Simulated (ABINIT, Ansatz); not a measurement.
# MgO (Periclase): G0W0 with ABINIT, start to end, part 2 of 3

Wanted: ground state, empty states, screening and self-energy for MgO (Periclase).

ABINIT 10.8.3; PBE and many-body steps on it, plane waves. Known limits of the many-body steps: not at the basis limit.

So far. Step 2 (Ground state): The gap is direct, at Γ.

The database entry behind the starting cell differs from later determinations by our own check (about 0.1 % long), so it need not match the best structure at ambient conditions.

## 3. Bands along the symmetry lines

Level of this step: DFT, PBE, plane waves, norm-conserving pseudopotentials (ABINIT).

Levels along a band path, at the cheap level, show where the edges lie and whether the meshes to come will hold them.

Contents of run.abi:

```
acell 3*1.0 Angstrom
rprim 
  -0.000000000000 2.108500000000 2.108500000000
  2.108500000000 0.000000000000 2.108500000000
  2.108500000000 2.108500000000 0.000000000000
ntypat 2
znucl 12 8
natom 2
typat 1 2
xred 
  0.000000000000 0.000000000000 0.000000000000
  0.500000000000 0.500000000000 0.500000000000
pp_dirpath "pseudos"
pseudos "Mg.upf, O.upf"
ecut 38
iscf -2
irdden 1
kptopt 0
nkpt 50
kpt 
  0.00000000 0.00000000 0.00000000
  0.06250000 0.00000000 0.06250000
  0.12500000 0.00000000 0.12500000
  0.18750000 0.00000000 0.18750000
  0.25000000 0.00000000 0.25000000
  0.31250000 0.00000000 0.31250000
  0.37500000 0.00000000 0.37500000
  0.43750000 0.00000000 0.43750000
  0.50000000 0.00000000 0.50000000
  0.51562500 0.03125000 0.51562500
  0.53125000 0.06250000 0.53125000
  0.54687500 0.09375000 0.54687500
  0.56250000 0.12500000 0.56250000
  0.57812500 0.15625000 0.57812500
  0.59375000 0.18750000 0.59375000
  0.60937500 0.21875000 0.60937500
  0.62500000 0.25000000 0.62500000
  0.37500000 0.37500000 0.75000000
  0.32812500 0.32812500 0.65625000
  0.28125000 0.28125000 0.56250000
  0.23437500 0.23437500 0.46875000
  0.18750000 0.18750000 0.37500000
  0.14062500 0.14062500 0.28125000
  0.09375000 0.09375000 0.18750000
  0.04687500 0.04687500 0.09375000
  0.00000000 0.00000000 0.00000000
  0.06250000 0.06250000 0.06250000
  0.12500000 0.12500000 0.12500000
  0.18750000 0.18750000 0.18750000
  0.25000000 0.25000000 0.25000000
  0.31250000 0.31250000 0.31250000
  0.37500000 0.37500000 0.37500000
  0.43750000 0.43750000 0.43750000
  0.50000000 0.50000000 0.50000000
  0.50000000 0.46875000 0.53125000
  0.50000000 0.43750000 0.56250000
  0.50000000 0.40625000 0.59375000
  0.50000000 0.37500000 0.62500000
  0.50000000 0.34375000 0.65625000
  0.50000000 0.31250000 0.68750000
  0.50000000 0.28125000 0.71875000
  0.50000000 0.25000000 0.75000000
  0.50000000 0.21875000 0.71875000
  0.50000000 0.18750000 0.68750000
  0.50000000 0.15625000 0.65625000
  0.50000000 0.12500000 0.62500000
  0.50000000 0.09375000 0.59375000
  0.50000000 0.06250000 0.56250000
  0.50000000 0.03125000 0.53125000
  0.50000000 0.00000000 0.50000000
istwfk *1
nband 15
nbdbuf 2
tolwfr 1e-08
nstep 40
prtwf 0
prtvol 0
indata_prefix "in"
outdata_prefix "out"
tmpdata_prefix "tmp"
```

Command:

```bash
$ OMP_NUM_THREADS=1 mpirun -n 8 abinit run.abi > log
```

Numbers of over 12 decimals in the logs are rounded to 6 here.

The program printed:

```text
.Version 10.8.3 of ABINIT. v10.8.2 released Aug 2026.

 Symmetries : space group Fm -3 m (#225); Bravais cF (face-center cubic)
[... echo of the input left out ...]
== DATASET  1 ==================================================================
-   mpi_nproc: 8, omp_nthreads: 1 (-1 if OMP is not activated)

--- !DatasetInfo
iteration_state: {dtset: 1, }
dimensions: {natom: 2, nkpt: 50, mband: 15, nsppol: 1, nspinor: 1, nspden: 1, mpw: 1429, }
cutoff_energies: {ecut:  38.0, pawecutdg:  -1.0, }
electrons: {nelect:   1.60000000E+01, charge:   0.00000000E+00, occopt:   1.00000000E+00, tsmear:   1.00000000E-02, }

 Real(R)+Recip(G) space primitive vectors, cartesian coordinates (Bohr,Bohr^-1):
 R(1)=  0.0000000  3.9844875  3.9844875  G(1)= -0.1254867  0.1254867  0.1254867
 R(2)=  3.9844875  0.0000000  3.9844875  G(2)=  0.1254867 -0.1254867  0.1254867
 R(3)=  3.9844875  3.9844875  0.0000000  G(3)=  0.1254867  0.1254867 -0.1254867
 Unit cell volume ucvol=  1.2651657E+02 bohr^3
 Angles (23,13,12)=  6.00000000E+01  6.00000000E+01  6.00000000E+01 degrees

 getcut: wavevector=  0.0000  0.0000  0.0000  ngfft=  32  32  32
         ecut(hartree)=     38.000   => boxcut(ratio)=   2.04647

--- Pseudopotential description ------------------------------------------------
- Mg Generated using ONCVPSP code by D. R. Hamann
- 12.00000  10.00000  171031                  znucl, zion, pspdat
12 -101130 1 -1 1510                          pspcod,pspxc,lmax,lloc,mmax
     nproj     2     2     0
  pspatm : epsatm=    9.22893308
         --- l  ekb(1:nproj) -->
             0    2.250005   -0.808630
             1   -6.469357   -2.503313
 pspatm: atomic psp has been read  and splines computed

- O Generated using ONCVPSP code by D. R. Hamann
-  8.00000   6.00000  171031                  znucl, zion, pspdat
12 -101130 2 -1 936                           pspcod,pspxc,lmax,lloc,mmax
     nproj     2     2     1
  pspatm : epsatm=    6.19545534
         --- l  ekb(1:nproj) -->
             0    6.056735    0.824024
[...]
2   -1.331955
 pspatm: atomic psp has been read  and splines computed

--------------------------------------------------------------------------------

================================================================================
 prteigrs : about to open file out_EIG
 Non-SCF case, kpt    1 (  0.00000  0.00000  0.00000), residuals and eigenvalues=
  3.60E-09  2.55E-09  4.12E-09  5.08E-09  1.16E-09  2.24E-09  6.07E-09  9.24E-09
  6.01E-09  1.99E-09  1.74E-09  2.76E-09  8.02E-09  4.95E-08  3.37E-07
 -2.4872E+00 -1.2653E+00 -1.2653E+00 -1.2653E+00 -4.5853E-01  1.7247E-01
  1.7247E-01  1.7247E-01  3.4641E-01  7.5821E-01  7.5821E-01  7.5821E-01
[...]
Non-SCF case, kpt    2 (  0.06250  0.00000  0.06250), residuals and eigenvalues=
  2.74E-09  3.07E-09  2.71E-09  4.77E-09  4.33E-09  9.35E-09  1.48E-09  2.57E-09
[...]
3.39E-09  2.60E-09  2.56E-09  5.71E-09  3.88E-09  6.53E-09  8.09E-10  1.29E-09
  3.31E-10  3.45E-10  2.28E-09  3.59E-09  9.99E-09  4.76E-08  6.44E-07
[...]
Non-SCF case, kpt   49 (  0.50000  0.03125  0.53125), residuals and eigenvalues=
[...]
Non-SCF case, kpt   50 (  0.50000  0.00000  0.50000), residuals and eigenvalues=
[...]
-2.4868E+00 -1.2679E+00 -1.2663E+00 -1.2663E+00 -4.0228E-01  2.4594E-02
  1.2366E-01  1.2366E-01  5.1138E-01  5.3902E-01  6.5222E-01  8.6839E-01
[...]
--- !ResultsGS
iteration_state: {dtset: 1, }
comment   : Summary of ground state results
lattice_vectors:
- [ -0.0000000,   3.9844875,   3.9844875, ]
- [  3.9844875,   0.0000000,   3.9844875, ]
- [  3.9844875,   3.9844875,   0.0000000, ]
lattice_lengths: [   5.63492,    5.63492,    5.63492, ]
lattice_angles: [ 60.000,  60.000,  60.000, ] # degrees, (23, 13, 12)
lattice_volume:   1.2651657E+02
convergence: {deltae:  0.000E+00, res2:  0.000E+00, residm:  9.990E-09, diffor:  0.000E+00, }
etotal    :  -7.60508220E+01
entropy   :   0.00000000E+00
fermie    :   1.72472836E-01
cartesian_stress_tensor: null
pressure_GPa: null
xred      :
- [  0.0000E+00,   0.0000E+00,   0.0000E+00, Mg]
- [  5.0000E-01,   5.0000E-01,   5.0000E-01,  O]
cartesian_forces: null
force_length_stats: {min: null, max: null, mean: null, }

 Integrated electronic density in atomic spheres:
 ------------------------------------------------
 Atom  Sphere_radius  Integrated_density
[...]
================================================================================

 ----iterations are completed or convergence reached----

 Mean square residual over all n,k,spin=   36.121E-10; max=  99.904E-10
 reduced coordinates (array xred) for    2 atoms
       0.000000000000      0.000000000000      0.000000000000
       0.500000000000      0.500000000000      0.500000000000

 cartesian coordinates (angstrom) at end:
    1      0.000000     0.000000     0.000000
    2      2.108500     2.108500     2.108500
 length scales=  1.889726125908  1.889726125908  1.889726125908 bohr
              =  1.000000000000  1.000000000000  1.000000000000 angstroms
 prteigrs : about to open file out_EIG
 Eigenvalues (hartree) for nkpt=  50  k points:
 kpt#   1, nband= 15, wtk=  1.00000, kpt=  0.0000  0.0000  0.0000 (reduced coord)
[...]
kpt#   2, nband= 15, wtk=  1.00000, kpt=  0.0625  0.0000  0.0625 (reduced coord)
[...]
kpt#   3, nband= 15, wtk=  1.00000, kpt=  0.1250  0.0000  0.1250 (reduced coord)
[...]
kpt#  49, nband= 15, wtk=  1.00000, kpt=  0.5000  0.0313  0.5313 (reduced coord)
  -2.48682   -1.26791   -1.26635   -1.26633   -0.40219    0.02529    0.12225    0.12304
   0.51360    0.54123    0.65148    0.86365    0.86992    1.11245    1.17252
 kpt#  50, nband= 15, wtk=  1.00000, kpt=  0.5000  0.0000  0.5000 (reduced coord)
  -2.48682   -1.26793   -1.26634   -1.26634   -0.40228    0.02459    0.12366    0.12366
   0.51138    0.53902    0.65222    0.86839    0.86839    1.10940    1.17063

== END DATASET(S) ==============================================================
================================================================================

 -outvars: echo values of variables after computation  --------
            nband          15
             nkpt          50
          spgroup         225
 [... the other variables as echoed above ...]

 Calculation completed.
```

Elapsed: 2.9 s, on 8 MPI ranks of Arm Neoverse V1, shared host; peak memory 0.07 GiB; 22 s of CPU time.

This step gave:

```yaml
gap: 4.733 eV
k_of_the_valence_top: 0, 0, 0
k_of_the_conduction_bottom: 0, 0, 0
least_direct_gap: 4.733 eV
```

The gap is 4.733 eV, as in the run before at this level.

The electronic bands at the labelled points (eV, zero at the top of the highest filled band; v1 is the highest filled band, c1 the lowest empty one):

```csv
point,v4,v3,v2,v1,c1,c2,c3,c4
Γ,-17.17,0.00,0.00,0.00,4.73,15.94,15.94,15.94
halfway,-16.41,-2.60,-0.72,-0.72,8.06,11.27,15.51,17.50
X,-15.64,-4.02,-1.33,-1.33,9.22,9.97,13.05,18.94
halfway,-15.62,-3.87,-1.77,-1.27,9.59,10.49,12.90,18.58
U,-15.61,-3.44,-2.67,-1.12,10.14,11.76,12.51,18.11
jump to K,-15.61,-3.44,-2.67,-1.12,10.14,11.76,12.51,18.11
halfway,-16.34,-2.91,-1.16,-0.38,8.15,12.04,15.37,17.95
Γ,-17.17,0.00,0.00,0.00,4.73,15.94,15.94,15.94
halfway,-16.57,-2.63,-0.33,-0.33,7.09,12.61,16.73,16.73
L,-15.86,-4.57,-0.63,-0.63,7.91,12.57,16.32,16.32
halfway,-15.72,-3.96,-1.90,-0.97,9.68,12.18,13.50,16.90
W,-15.58,-2.91,-2.91,-1.75,11.66,11.66,12.15,15.52
halfway,-15.61,-3.73,-1.87,-1.54,10.08,10.85,12.73,17.32
X,-15.64,-4.02,-1.33,-1.33,9.22,9.97,13.05,18.94
```

The electronic bands as a text plot (rows in eV, shown from -8.0 to 10.7 only):

```
   10.3 |       ++   +++ +++++                         +     ++++
    9.6 |         +++++++                             +       +++
    8.8 |       ++            ++                    ++
    8.0 |     ++                +              +++++
    7.2 |    +                   ++         +++
    6.4 |                                  +
    5.7 |  ++                      ++    ++
    4.9 |++                          ++++
    4.1 |
    3.3 |
    2.5 |
    1.8 |
    1.0 |
    0.2 |**                        ********
   -0.6 | ********         ***********  ***************
   -1.4 |  **     *********     *  **               ** **********
   -2.1 |    *         ***  **** **        *          **    **
   -2.9 |     ****        **    *           *           ****
   -3.7 |         ********* ****             ***      ***   *****
   -4.5 |                                       ******
   -5.3 |
   -6.0 |
   -6.8 |
   -7.6 |
         Γ           X  U|K            Γ         L        W     X
```

## 4. Empty states on the mesh, 6×6×6 mesh, 118 bands

The sums over transitions need many empty states on a uniform mesh; this step solves for them.

Contents of run.abi:

```
acell 3*1.0 Angstrom
rprim 
  -0.000000000000 2.108500000000 2.108500000000
  2.108500000000 0.000000000000 2.108500000000
  2.108500000000 2.108500000000 0.000000000000
ntypat 2
znucl 12 8
natom 2
typat 1 2
xred 
  0.000000000000 0.000000000000 0.000000000000
  0.500000000000 0.500000000000 0.500000000000
pp_dirpath "pseudos"
pseudos "Mg.upf, O.upf"
ecut 38
ngkpt 6 6 6
nshiftk 1
shiftk 0 0 0
kptopt 1
chksymbreak 0
irdden 1
istwfk *1
nband 118
prtvol 0
optdriver 6
gwr_task "HDIAGO"
paral_kgb 0
occopt 1
indata_prefix "in"
outdata_prefix "out"
tmpdata_prefix "tmp"
```

The program printed:

```text
[banner, memory and clock lines left out]
.Version 10.8.3 of ABINIT. v10.8.2 released Aug 2026.

 Symmetries : space group Fm -3 m (#225); Bravais cF (face-center cubic)
[... echo of the input left out ...]
== DATASET  1 ==================================================================
-   mpi_nproc: 8, omp_nthreads: 1 (-1 if OMP is not activated)

--- !DatasetInfo
iteration_state: {dtset: 1, }
dimensions: {natom: 2, nkpt: 16, mband: 118, nsppol: 1, nspinor: 1, nspden: 1, mpw: 1430, }
cutoff_energies: {ecut:  38.0, pawecutdg:  -1.0, }
electrons: {nelect:   1.60000000E+01, charge:   0.00000000E+00, occopt:   1.00000000E+00, tsmear:   1.00000000E-02, }

.Using double precision arithmetic; gwpc =  8

- Reading GS density from: in_DEN

--- Pseudopotential description ------------------------------------------------
- Mg Generated using ONCVPSP code by D. R. Hamann
- 12.00000  10.00000  171031                  znucl, zion, pspdat
12 -101130 1 -1 1510                          pspcod,pspxc,lmax,lloc,mmax
     nproj     2     2     0
  pspatm : epsatm=    9.22893308
         --- l  ekb(1:nproj) -->
             0    2.250005   -0.808630
             1   -6.469357   -2.503313
 pspatm: atomic psp has been read  and splines computed

- O Generated using ONCVPSP code by D. R. Hamann
-  8.00000   6.00000  171031                  znucl, zion, pspdat
12 -101130 2 -1 936                           pspcod,pspxc,lmax,lloc,mmax
     nproj     2     2     1
  pspatm : epsatm=    6.19545534
         --- l  ekb(1:nproj) -->
             0    6.056735    0.824024
             1   -4.717130   -1.149271
             2   -1.331955
 pspatm: atomic psp has been read  and splines computed

   2.46790215E+02                                ecore*ucvol(ha*bohr**3)

 Total charge density [el/Bohr^3]
)     Maximum=    3.3935E+00  at reduced coord.    0.0625    0.9375    0.9688
)     Minimum=    9.8865E-03  at reduced coord.    0.2500    0.2500    0.2500
   Integrated=    1.6000E+01

 === KS gaps after direct diagonalization ===
 Direct band gap semiconductor
 Fundamental gap:     4.733 (eV)
   VBM:     4.693 (eV) at k: [ 0.0000E+00,  0.0000E+00,  0.0000E+00]
   CBM:     9.426 (eV) at k: [ 0.0000E+00,  0.0000E+00,  0.0000E+00]
 Direct gap:         4.733 (eV) at k: [ 0.0000E+00,  0.0000E+00,  0.0000E+00]

== END DATASET(S) ==============================================================

 -outvars: echo values of variables after computation  --------
           etotal      0.0000000000E+00
            nband         118
             nkpt          16
          spgroup         225
 [... the other variables as echoed above ...]

 Calculation completed.
```

Wall time 7.3 s (8 MPI ranks); peak memory 1.4 GiB; 57 s of CPU time.

Numbers from this step:

```
gap                                                           : 4.733 eV
k of the valence top                                          : 0, 0, 0
k of the conduction bottom                                    : 0, 0, 0
least direct gap                                              : 4.733 eV
k points computed                                             : 16
lowest point of the top converged band, above the valence top : 159.2298 eV
```

On this mesh the gap is 4.733 eV.

## 5. Screening, 6×6×6 mesh, 110 bands, screening to 239.5 eV

The RPA dielectric matrix is built and inverted for each q.

This step: RPA screening on PBE, plane waves, norm-conserving pseudopotentials.

run.abi: that of step 4 with these lines changed.

```diff
@@ -20,10 +20,11 @@
 chksymbreak 0
-irdden 1
 istwfk *1
-nband 118
-prtvol 0
-optdriver 6
-gwr_task "HDIAGO"
-paral_kgb 0
 occopt 1
+irdwfk 1
+optdriver 3
+nband 110
+ecuteps 8.8
+inclvkb 2
+awtr 1
+symchi 1
 indata_prefix "in"
```

The program printed:

```text
.Version 10.8.3 of ABINIT. v10.8.2 released Aug 2026.

 Symmetries : space group Fm -3 m (#225); Bravais cF (face-center cubic)
[... echo of the input left out ...]
== DATASET  1 ==================================================================
-   mpi_nproc: 8, omp_nthreads: 1 (-1 if OMP is not activated)

--- !DatasetInfo
iteration_state: {dtset: 1, }
dimensions: {natom: 2, nkpt: 16, mband: 110, nsppol: 1, nspinor: 1, nspden: 1, mpw: 1430, }
cutoff_energies: {ecut:  38.0, pawecutdg:  -1.0, }
electrons: {nelect:   1.60000000E+01, charge:   0.00000000E+00, occopt:   1.00000000E+00, tsmear:   1.00000000E-02, }

 SCREENING: Calculation of the susceptibility and dielectric matrices

 Based on a program developped by R.W. Godby, V. Olevano, G. Onida, and L. Reining.
 Incorporated in ABINIT by V. Olevano, G.-M. Rignanese, and M. Torrent.
.Using double precision arithmetic ; gwpc =  8

[... cell and pseudopotentials left out ...]
--------------------------------------------------------------------------------

 ==== K-mesh for the wavefunctions ====
 Number of points in the irreducible wedge :    16
[... list of points left out ...]
 Together with 48 symmetry operations and time-reversal symmetry
 yields   216 points in the full Brillouin Zone.

 ==== Q-mesh for the screening function ====
 Number of points in the irreducible wedge :    16
[... list of points left out ...]
 Together with 48 symmetry operations and time-reversal symmetry
 yields   216 points in the full Brillouin Zone.

 setmesh: FFT mesh size selected  =    24x   24x   24
          total number of points  =        13824

 vcoul_init : cutoff-mode = AUXILIARY_FUNCTION
 q-points for optical limit:   1
     1)      0.000010    0.000020    0.000030

- screening: taking advantage of time-reversal symmetry
- Maximum band index for partially occupied states nbvw = 8
- Remaining bands to be divided among processors   nbcw = 102
- Number of bands treated by each node ~12

 Number of electrons calculated from density =   16.0000; Expected =   16.0000
 average of density, n =  0.126466
 r_s =    1.2359
 omega_plasma =   34.3038 [eV]

 calculating chi0 at frequencies [eV] :
  1    0.000000E+00    0.000000E+00
  2    0.000000E+00    3.430377E+01

--------------------------------------------------------------------------------
  q-point number  1        q = ( 0.000000, 0.000000, 0.000000) [r.l.u.]
--------------------------------------------------------------------------------
[... chi0 elements left out ...]
 For q-point:  0.000010 0.000020 0.000030
  dielectric constant =   3.0350
  dielectric constant without local fields =   3.2570

  Average fulfillment of the sum rule on Im[epsilon] for q-point    1 :     75.55  [%]
[... wings left out ...]
  q-point number  2        q = ( 0.166667, 0.000000, 0.000000) [r.l.u.]
--------------------------------------------------------------------------------
[... chi0 elements left out ...]
  Average fulfillment of the sum rule on Im[epsilon] for q-point    2 :     89.13  [%]

 [... 14 further q-points ...]
```

Run time: 44 s. Hardware: 8 MPI ranks; peak memory 1.3 GiB.

This step gave:

```yaml
eps_infinity_with_local_fields_on_this_mesh_along_the_program_s_q_direction: 3.035
the_same_without_local_fields: 3.257
plasma_frequency: 34.30 eV
plane_waves_in_the_screening_matrix: 169
```

Local fields lower ε∞ by 7 %.

(Part 2 of 3 ends here.)

[Paths, hosts, dates, memory and timing lines, banners, echoed tables and standing remarks are left out of the program output.]

[Logs are printed without paths, hosts, clocks, repeated set-up lines and the standing remarks that a program may print on its own settings, such as how far it seeks lower states.]

[Runs of the session that timed out or met a known fault of the program may be left out.]

[Hosts, paths, dates, database ids (printed as entryN), source tags and the programs' standing remarks are cut or masked in the printed files.]

[G0W0 gaps are taken among the corrected bands and points alone; a level outside them can change the order at an edge.]

[Where Ansatz stands beside ABINIT at settings called matched, ABINIT's density can come from a denser mesh and the files from another edition; pairs whose starting gaps differed by over 0.03 eV were left out, so agreement reads better than it is.]
